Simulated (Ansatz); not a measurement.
# Cl on W(110): change of the work function, part 2 of 3

How does Cl on the hollow site change the work function of W(110) as the layer fills?

Ansatz 0.2.0; plane-wave DFT, PBE, Ansatz PAW.

So far, work function, upper face (eV): step 2 (the clean slab) 4.84.

## Step 3: The covered slab, k-mesh 6×6×1, coverage 0.25 ML

System of this step: W16Cl (Cl/W(110)). The cell holds 17 atoms: 16 W and 1 Cl. Its edges and angles: a = 5.473 Å, b = 5.473 Å, c = 26.954 Å, α = 90.0°, β = 90.0°, γ = 70.5°. Vacuum lies along c.

The clean slab as it ended is repeated in the plane and the adsorbate is set on one face; the cell's size fixes the coverage, and the k-mesh shrinks with it to keep the sampling density about even. Adsorbate and upper layers relax, since the dipole depends on the height.

The input, input.yaml:

```yaml
crystal:
  lattice:
    - [4.468914857, -3.16, 0.0]
    - [4.468914857, 3.16, 0.0]
    - [0.0, 0.0, 26.9540398321]
  atoms:
    - { symbol: W, position: [0.0, 0.0, 0.3339017103] }
    - { symbol: W, position: [0.25, 0.25, 0.4168005056] }
    - { symbol: W, position: [0.0, 0.0, 0.5011045757] }
    - { symbol: W, position: [0.25, 0.25, 0.582434458] }
    - { symbol: W, position: [0.0, 0.5, 0.3339017103] }
    - { symbol: W, position: [0.25, 0.75, 0.4168005056] }
    - { symbol: W, position: [0.0, 0.5, 0.5011045757] }
    - { symbol: W, position: [0.25, 0.75, 0.582434458] }
    - { symbol: W, position: [0.5, 0.0, 0.3339017103] }
    - { symbol: W, position: [0.75, 0.25, 0.4168005056] }
    - { symbol: W, position: [0.5, 0.0, 0.5011045757] }
    - { symbol: W, position: [0.75, 0.25, 0.582434458] }
    - { symbol: W, position: [0.5, 0.5, 0.3339017103] }
    - { symbol: W, position: [0.75, 0.75, 0.4168005056] }
    - { symbol: W, position: [0.5, 0.5, 0.5011045757] }
    - { symbol: W, position: [0.75, 0.75, 0.582434458] }
    - { symbol: Cl, position: [0.42, 0.42, 0.6660982897] }
kpoints:
  mp_grid: { grid: [6, 6, 1] }
hamiltonian:
  xc: pbe
scf:
  occupations: { method: fermi_dirac, width: 0.1 }
  convergence: { dr2_threshold: 1.0e-08 }
efield:
  axis: 3
  dipole_correction: true
  ramp_position: 0.97
  ramp_width: 0.06
relax:
  f_tol: 0.02
  max_steps: 60
  constraints: [{ sites: [0, 1, 4, 5, 8, 9, 12, 13] }]
output:
  dos: { projected: true, e_range: [-8, 4] }
  write_potential: true
  write_density: true
  volumetric_format: npy
  elf: true
```

Run with:

```console
ansatz run input.yaml --threads 4 --pin off --max-ram 6144MiB --backend cpu --events-out ev --progress --plain --runs-dir out
```

Numbers of over 12 decimals in the logs are rounded to 6 here.

Log:

```text
[...]
Crystal: 17 atoms, lattice volume = 761.278 Å³
Basis set: ecut = 420 eV, 14903 PW (Γ), exchange–correlation on 80×80×384 points (8 copies of the dense FFT grid, shifted against one another)
Bands: 139, of which v1, the nominal top of the filled ones, is band 116 counted from 1 (115 counted from 0)
Symmetry: 2 space group operations
[...]
k-points: 13 of 36 (time reversal used)
[...]
SCF iter   1: F=—  HF=-167227.915682 eV  |F-HF|=—  |Δ(HF+E_count)|=         —  Δρ=8.86e-3  dr2=6.95e0  ethr=1.77e-3  p=0.016 e·Å  D=3.88e-3 V/Å  ΔV_dip=-0.10 eV  dr2_dipole=8.69e-2  V_vac-E_F(+/−)=4.95/5.05 eV  ⟨swp⟩=9.3  Hψ=8869  notcnv=0
[...]
SCF iter  11: F=-167227.602623 eV  HF=-167227.602623 eV  |F-HF|=2.15e-9  |Δ(HF+E_count)|=   1.48e-8  Δρ=2.86e-7  dr2=1.28e-9  ethr=4.33e-12  p=-0.019 e·Å  D=-4.58e-3 V/Å  ΔV_dip=0.12 eV  dr2_dipole=1.50e-13  V_vac-E_F(+/−)=5.03/4.90 eV  ⟨swp⟩=10.5  Hψ=11984  notcnv=0
SCF 1 converged in 11 iterations: F = -167227.602623 eV  dr2 = 1.28e-9
[...]
relax step   1: F+E_penalty+E_count = -167227.60262252 eV  Δ(F+E_penalty+E_count) = +0.000e0 eV  max|allowed force component| = 1.327e0 eV/Å  Δτ_max = 0.0000 Å  (11 SCF iters, accepted)
[...]
SCF iter  10: F=-167227.782716 eV  HF=-167227.782716 eV  |F-HF|=8.82e-9  |Δ(HF+E_count)|=   3.74e-8  Δρ=5.67e-7  dr2=4.29e-9  ethr=4.33e-12  p=0.046 e·Å  D=1.08e-2 V/Å  ΔV_dip=-0.29 eV  dr2_dipole=5.44e-12  V_vac-E_F(+/−)=4.61/4.90 eV  ⟨swp⟩=12.5  Hψ=14049  notcnv=0
SCF 2 converged in 10 iterations: F = -167227.782716 eV  dr2 = 4.29e-9
relax step   2: F+E_penalty+E_count = -167227.78271640 eV  Δ(F+E_penalty+E_count) = -1.801e-1 eV  max|allowed force component| = 1.223e0 eV/Å  Δτ_max = 0.1949 Å  (10 SCF iters, accepted)
SCF iter   1: F=—  HF=-167227.901504 eV  |F-HF|=—  |Δ(HF+E_count)|=         —  Δρ=3.72e-3  dr2=2.62e-1  ethr=7.22e-4  p=0.046 e·Å  D=1.08e-2 V/Å  ΔV_dip=-0.29 eV  dr2_dipole=1.03e-1  V_vac-E_F(+/−)=4.59/4.88 eV  ⟨swp⟩=5.7  Hψ=3979  notcnv=0
[...]
SCF iter   9: F=-167227.883092 eV  HF=-167227.883092 eV  |F-HF|=1.39e-8  |Δ(HF+E_count)|=   4.65e-8  Δρ=8.12e-7  dr2=9.55e-9  ethr=4.33e-12  p=0.072 e·Å  D=1.72e-2 V/Å  ΔV_dip=-0.46 eV  dr2_dipole=5.34e-11  V_vac-E_F(+/−)=4.44/4.90 eV  ⟨swp⟩=11.0  Hψ=15322  notcnv=0
SCF 3 converged in 9 iterations: F = -167227.883092 eV  dr2 = 9.55e-9
[...]
relax step   3: F+E_penalty+E_count = -167227.88309162 eV  Δ(F+E_penalty+E_count) = -1.004e-1 eV  max|allowed force component| = 3.144e-1 eV/Å  Δτ_max = 0.1187 Å  (9 SCF iters, accepted)
[...]
relax step   4: F+E_penalty+E_count = -167227.89164325 eV  Δ(F+E_penalty+E_count) = -8.552e-3 eV  max|allowed force component| = 5.414e-2 eV/Å  Δτ_max = 0.0285 Å  (8 SCF iters, accepted)
SCF iter   1: F=—  HF=-167227.891494 eV  |F-HF|=—  |Δ(HF+E_count)|=         —  Δρ=2.73e-4  dr2=1.73e-3  ethr=4.14e-6  p=0.069 e·Å  D=1.63e-2 V/Å  ΔV_dip=-0.44 eV  dr2_dipole=2.94e-4  V_vac-E_F(+/−)=4.46/4.90 eV  ⟨swp⟩=2.4  Hψ=2893  notcnv=0
[...]
SCF iter   7: F=-167227.892062 eV  HF=-167227.892062 eV  |F-HF|=7.71e-9  |Δ(HF+E_count)|=   5.06e-8  Δρ=3.64e-7  dr2=1.66e-9  ethr=4.33e-12  p=0.069 e·Å  D=1.64e-2 V/Å  ΔV_dip=-0.44 eV  dr2_dipole=1.12e-10  V_vac-E_F(+/−)=4.46/4.90 eV  ⟨swp⟩=12.2  Hψ=13707  notcnv=0
SCF 5 converged in 7 iterations: F = -167227.892062 eV  dr2 = 1.66e-9
relax step   5: F+E_penalty+E_count = -167227.89206218 eV  Δ(F+E_penalty+E_count) = -4.189e-4 eV  max|allowed force component| = 1.655e-2 eV/Å  Δτ_max = 0.0062 Å  (7 SCF iters, accepted)
NSCF: frozen V_eff on 13 k-points
[...]
SCF converged after 7 iterations
Free energy (F): -167227.892062 eV
[...]
Internal energy: -167227.508163 eV  (E = F + TS)
E sigma→0 (E₀):  -167227.700113 eV
Entropy (-TS):   -0.383899 eV (-22.582 meV/atom)
Fermi energy:    4.784114 eV
Dipole field:    D = 0.016422 V/Å  (p = 0.069089 e·Å, saw-weighted, corrected)
Work function:   Φ+ = 4.4571 eV   Φ− = 4.8998 eV
[...]
--- Forces (eV/Å), atoms counted from 1 ---
  atom   1  W      0.00550444     0.00000000     0.35913747
  atom   2  W      0.08089895    -0.00000000    -0.42929768
  atom   3  W      0.00509850     0.00000000    -0.00356691
  atom   4  W     -0.01654976    -0.00000000    -0.00427311
  atom   5  W     -0.00237659    -0.00032832     0.39111228
  atom   6  W     -0.02415025     0.01687092    -0.27316230
  atom   7  W     -0.00302604     0.00087650     0.00406082
  atom   8  W     -0.00023631     0.00455100     0.00411929
  atom   9  W     -0.00237659     0.00032832     0.39111228
  atom  10  W     -0.02415025    -0.01687092    -0.27316230
  atom  11  W     -0.00302604    -0.00087650     0.00406082
  atom  12  W     -0.00023631    -0.00455100     0.00411929
  atom  13  W     -0.03824152     0.00000000     0.26453454
  atom  14  W      0.00312739     0.00000000    -0.44504546
  atom  15  W      0.00016284     0.00000000     0.00475105
  atom  16  W      0.01602925    -0.00000000     0.00433367
  atom  17  Cl     0.00355494    -0.00000000    -0.00282527
  max |Σ_I F_I| component: 8.50e-6 eV/Å
--- Band table (eV; the first three rows and the last of 13) ---
  k-point 0: bands = [... 112 lower, 5.3843, 5.4076, 5.5428, 5.5799, 5.5918, 5.8733, 5.9056, 6.3098, ... 19 higher]
  k-point 1: bands = [... 112 lower, 4.8756, 4.9878, 5.0630, 5.2243, 5.7292, 5.8819, 5.9724, 6.0779, ... 19 higher]
  k-point 2: bands = [... 112 lower, 4.2592, 4.4583, 4.6289, 4.8478, 4.9861, 5.2253, 5.4530, 5.7596, ... 19 higher]
  k-point 12: bands = [... 112 lower, 4.0023, 4.0576, 4.1437, 4.2259, 4.2648, 4.3716, 4.4801, 4.7055, ... 19 higher]
--- Relaxed structure (5 steps of the walk, 5 accepted, 0 SCFs on fresh bases) ---
  F+E_penalty+E_count = -167227.89206218 eV   max|allowed force component| = 1.655e-2 eV/Å
  atoms:
    - { symbol: W, position: [0.0, 0.0, 0.3339017103] }
    - { symbol: W, position: [0.250000, 0.250000, 0.4168005056] }
    - { symbol: W, position: [0.00192508, 0.00192508, 0.500353] }
    - { symbol: W, position: [0.242266, 0.242266, 0.583659] }
    - { symbol: W, position: [-8.326672684688674e-17, 0.5, 0.3339017103] }
    - { symbol: W, position: [0.250000, 0.75, 0.4168005056] }
    - { symbol: W, position: [0.00110279, 0.499647, 0.501309] }
    - { symbol: W, position: [0.255808, 0.752975, 0.583112] }
    - { symbol: W, position: [0.5, -8.326672684688674e-17, 0.3339017103] }
    - { symbol: W, position: [0.75, 0.250000, 0.4168005056] }
    - { symbol: W, position: [0.499647, 0.00110279, 0.501309] }
    - { symbol: W, position: [0.752975, 0.255808, 0.583112] }
    - { symbol: W, position: [0.500000, 0.500000, 0.3339017103] }
    - { symbol: W, position: [0.750000, 0.750000, 0.4168005056] }
    - { symbol: W, position: [0.499901, 0.499901, 0.500905] }
    - { symbol: W, position: [0.755123, 0.755123, 0.580714] }
    - { symbol: Cl, position: [0.416180, 0.416180, 0.655388] }
```

Elapsed: 4.1 min, on 4 threads of Arm Neoverse V1, shared host; peak memory 2.9 GiB; 16 min of CPU time.

This run has no spin polarisation although its electron count is odd.

Step by step:

```csv
step,energy less that of the first step (eV),largest force component (eV/Å)
1,0.0000,1.3274
2,-0.1801,1.2233
3,-0.2805,0.3144
4,-0.2890,0.0541
5,-0.2894,0.0165
```

Forces are held to the 2 operations that the run works with; a distortion that breaks them can't arise in this run.

The atoms that moved most (Å):

```csv
atom,dx,dy,dz,length
Cl17,-0.034,0.000,-0.289,0.291
W4,-0.069,0.000,0.033,0.077
W16,0.046,0.000,-0.046,0.065
W8,0.039,-0.009,0.018,0.044
W12,0.039,0.009,0.018,0.044
W3,0.017,0.000,-0.020,0.027
W11,0.003,0.005,0.006,0.008
W7,0.003,-0.005,0.006,0.008
```

Final coordinates:

```
W Cl
1.0
     4.46891   -3.16000    0.00000
     4.46891    3.16000    0.00000
     0.00000    0.00000   26.95404
W Cl
16 1
Direct
  0.00000 0.00000 0.33390
  0.25000 0.25000 0.41680
  0.00193 0.00193 0.50035
  0.24227 0.24227 0.58366
  0.00000 0.50000 0.33390
  0.25000 0.75000 0.41680
  0.00110 0.49965 0.50131
  0.25581 0.75297 0.58311
  0.50000 0.00000 0.33390
  0.75000 0.25000 0.41680
  0.49965 0.00110 0.50131
  0.75297 0.25581 0.58311
  0.50000 0.50000 0.33390
  0.75000 0.75000 0.41680
  0.49990 0.49990 0.50090
  0.75512 0.75512 0.58071
  0.41618 0.41618 0.65539
```

This step gave:

| Property | Result |
| --- | --- |
| energy at zero smearing | -167227.7001 eV |
| work function, upper face | 4.457 eV |
| work function, lower face | 4.900 eV |
| dipole along the normal | 0.06909 e·Å |
| step between the vacuum levels | -0.4426 eV |

Running mean over 2.234 Å of the planar mean; the ramp of the sawtooth is left out. The electron's electrostatic potential energy less the Fermi level by z:

```csv
z (Å),electron's electrostatic potential energy less the Fermi level (eV)
3.5,4.90
4.0,4.90
4.5,4.90
5.0,4.89
5.5,4.86
6.0,4.75
6.5,4.41
7.0,3.29
7.5,-0.139
8.0,-5.76
8.5,-10.5
9.0,-12.2
9.5,-12.5
10.0,-12.6
10.5,-12.7
11.0,-12.7
11.5,-12.7
12.0,-12.5
12.5,-12.4
13.0,-12.6
13.5,-12.7
14.0,-12.9
14.5,-13.0
15.0,-12.8
15.5,-12.6
16.0,-12.0
16.5,-9.24
17.0,-4.46
17.5,-0.288
18.0,1.57
18.5,2.59
19.0,3.62
19.5,4.27
20.0,4.42
20.5,4.45
21.0,4.46
21.5,4.46
22.0,4.46
22.5,4.46
23.0,4.46
23.5,4.46
```

The density of states has structure finer than the step of the table below, so its rows give means over 0.25 eV, whole bins alone (the curve runs from -8 to 1.98 eV). Peaks (eV: height): -3.070: 37.1, -2.920: 36.2, -2.740: 26.3, -2.560: 35.5, -2.500: 25.4, -2.020: 33.3, -1.470: 25.8.

The density of states by energy, zero at the Fermi level; means over each step:

energy (eV), density of states (states/eV a cell) and a bar:
```
    -7.75        1.2 
    -7.50        2.4 ##
    -7.25        2.3 #
    -7.00        3.0 ##
    -6.75        2.5 ##
    -6.50        6.3 ######
    -6.25        6.1 ######
    -6.00       10.0 ###########
    -5.75       13.6 ###############
    -5.50       11.4 #############
    -5.25       11.7 #############
    -5.00       11.9 #############
    -4.75       12.7 ##############
    -4.50       18.2 #####################
    -4.25       15.2 #################
    -4.00       12.3 ##############
    -3.75       10.5 ###########
    -3.50        9.2 ##########
    -3.25       20.4 ########################
    -3.00       25.7 ##############################
    -2.75       20.2 #######################
    -2.50       22.8 ##########################
    -2.25       18.1 #####################
    -2.00       22.6 ##########################
    -1.75       19.5 ######################
    -1.50       21.2 ########################
    -1.25       13.9 ################
    -1.00       12.6 ##############
    -0.75       11.4 ############
    -0.50       11.8 #############
    -0.25       10.6 ############
     0.00       12.2 ##############
     0.25       11.9 #############
     0.50       12.1 #############
     0.75       13.7 ###############
     1.00       16.6 ###################
     1.25       17.4 ####################
     1.50       20.2 #######################
     1.75       18.6 #####################
```

Projected DOS per atom over height of the atomic layer and energy from the Fermi level. Layers: W4 W4 W4 W4 Cl from below.

Values in states/eV, 22 rows by 5 columns, each cell a mean:
```
1.05 1.16 1.08 1.15 0.20
1.08 1.12 1.09 1.07 0.16
1.08 0.78 0.75 0.97 0.12
0.93 0.53 0.48 0.78 0.10
0.90 0.43 0.42 0.88 0.14
0.95 0.45 0.46 0.86 0.15
1.13 0.40 0.40 0.98 0.10
1.63 0.77 0.72 1.28 0.14
1.57 1.05 1.08 1.44 0.16
1.22 1.16 1.10 1.23 0.19
1.35 1.42 1.40 1.27 0.19
0.86 1.56 1.61 0.86 0.15
0.55 0.64 0.70 0.57 0.35
0.66 0.74 0.86 0.88 0.79
0.94 1.19 1.12 0.68 0.58
0.46 1.00 0.89 0.43 0.74
0.40 0.81 0.75 0.40 2.04
0.30 0.54 0.59 0.58 3.22
0.15 0.25 0.32 0.34 1.83
0.08 0.14 0.12 0.17 0.66
0.08 0.17 0.15 0.14 0.26
0.04 0.10 0.11 0.06 0.06
```
Columns: height of the atomic layer (Å) from 9 to 17.7 (not evenly spaced); rows upwards: energy from the Fermi level (eV) from -7.96 to 1.95.

ELF in the ca plane at fractional y = 0.000, with atoms of W within 0.2 Å of it. It is the smooth field of the valence electrons, not physical close to the nuclei.

Values, 8 rows by 16 columns, each cell a mean:
```
0.58 0.39 0.37 0.38 0.48 0.49 0.37 0.40 0.46 0.16 0.01 0.00 0.00 0.00 0.00 0.00
0.37 0.39 0.37 0.43 0.35 0.34 0.41 0.44 0.45 0.09 0.00 0.00 0.00 0.00 0.00 0.00
0.43 0.36 0.36 0.41 0.35 0.36 0.38 0.40 0.33 0.04 0.00 0.00 0.00 0.00 0.00 0.00
0.48 0.42 0.39 0.38 0.49 0.49 0.37 0.39 0.29 0.03 0.00 0.00 0.00 0.00 0.00 0.00
0.58 0.39 0.37 0.38 0.48 0.49 0.37 0.40 0.38 0.05 0.00 0.00 0.00 0.00 0.00 0.00
0.37 0.39 0.37 0.43 0.35 0.35 0.44 0.43 0.47 0.11 0.01 0.00 0.00 0.00 0.00 0.00
0.43 0.36 0.36 0.41 0.36 0.36 0.44 0.42 0.48 0.16 0.01 0.00 0.00 0.00 0.00 0.00
0.48 0.42 0.39 0.38 0.48 0.48 0.38 0.40 0.46 0.18 0.01 0.00 0.00 0.00 0.00 0.00
```
Columns run along c (16.0 Å, from fractional 0.32 to 0.92 of the cell), rows up along a (5.5 Å). Atoms in or near the plane, at fractional coordinates: W at (0.33, 0.00), W at (0.50, 0.00), W at (0.33, 0.50), W at (0.50, 0.50).

Valence density in the ca plane at fractional y = 0.000, with atoms of W within 0.2 Å of it. It is the smooth field of the valence electrons, not physical close to the nuclei.

Ten steps, logarithmic in the rise over the least value, from '0' (0.0 e/Å³) to '9' (5.1 e/Å³), each cell a mean:
```
99975444444799985444332210000000000000000000
88864444444578864444433210000000000000000000
56544444444456544444443210000000000000000000
44444444444444444444443210000000000000000000
56544444444456654444443210000000000000000000
89864444444578875444432110000000000000000000
99975444444699986444332110000000000000000000
99985443344799996444332110000000000000000000
99974444444689985444433210000000000000000000
77654444444467754444443210000000000000000000
45444444444445544445543210000000000000000000
55444444444445544444443210000000000000000000
77654444444467754444443210000000000000000000
99974444444699985444433210000000000000000000
99985443444799996443332210000000000000000000
```
Columns run along c (16.0 Å, from fractional 0.32 to 0.92 of the cell), rows up along a (5.5 Å). Atoms in or near the plane, at fractional coordinates: W at (0.33, 0.00), W at (0.50, 0.00), W at (0.33, 0.50), W at (0.50, 0.50).

Electrostatic potential energy in the ca plane at fractional y = 0.000, with atoms of W within 0.2 Å of it. With pseudopotentials it is smooth inside the atoms' cores, unlike the true potential.

Values in eV, 8 rows by 16 columns, each cell a mean:
```
-49 -10   4   3 -34 -35   3   5   8   9   9   9   9   9   9   9
 -6   3   2   4  -2  -2   4   2   8   9   9   9   9   9   9   9
-16   1   2   4  -9 -10   3   3   8   9   9   9   9   9   9   9
-56 -14   4   3 -40 -43   2   5   8   9   9   9   9   9   9   9
-49 -10   4   3 -33 -36   3   4   8   9   9   9   9   9   9   9
 -6   3   2   4  -2  -3   4   1   7   9   9   9   9   9   9   9
-16   1   2   4 -10 -10   4   2   8   9   9   9   9   9   9   9
-56 -14   4   3 -41 -42   3   5   9   9   9   9   9   9   9   9
```
Columns run along c (16.0 Å, from fractional 0.32 to 0.92 of the cell; values clipped at the 3rd and 97th percentile), rows up along a (5.5 Å). Atoms in or near the plane, at fractional coordinates: W at (0.33, 0.00), W at (0.50, 0.00), W at (0.33, 0.50), W at (0.50, 0.50).

The relaxation took 5 steps and lowered the energy by 0.29 eV; the largest force on the free atoms ends at 0.017 eV/Å.

By hand: a sheet of dipoles makes a step −p/(ε₀A) in the electron's potential. With e/ε₀ = 180.95 V·Å, p = 0.06909 e·Å and A = 28.24 Å², that is −180.95 × (0.06909) / 28.24 = -0.443 eV, and the two vacuum levels of the run differ by -0.443 eV.

The covered face has 4.46 eV, -0.39 eV against the clean one; the bare back face has moved by +0.00 eV, a measure of how thin the slab is.

(Part 2 of 3 ends here.)

[Logs are printed without paths, hosts, clocks, repeated set-up lines and the standing remarks that a program may print on its own settings, such as how far it seeks lower states.]

[Hosts, paths, dates, database ids (printed as entryN), source tags and the programs' standing remarks are cut or masked in the printed files.]

[Maps of the electrostatic potential energy from Ansatz leave out the sawtooth potential of an applied field or a dipole correction, so their vacuum need not be flat; planar profiles and work functions include it.]
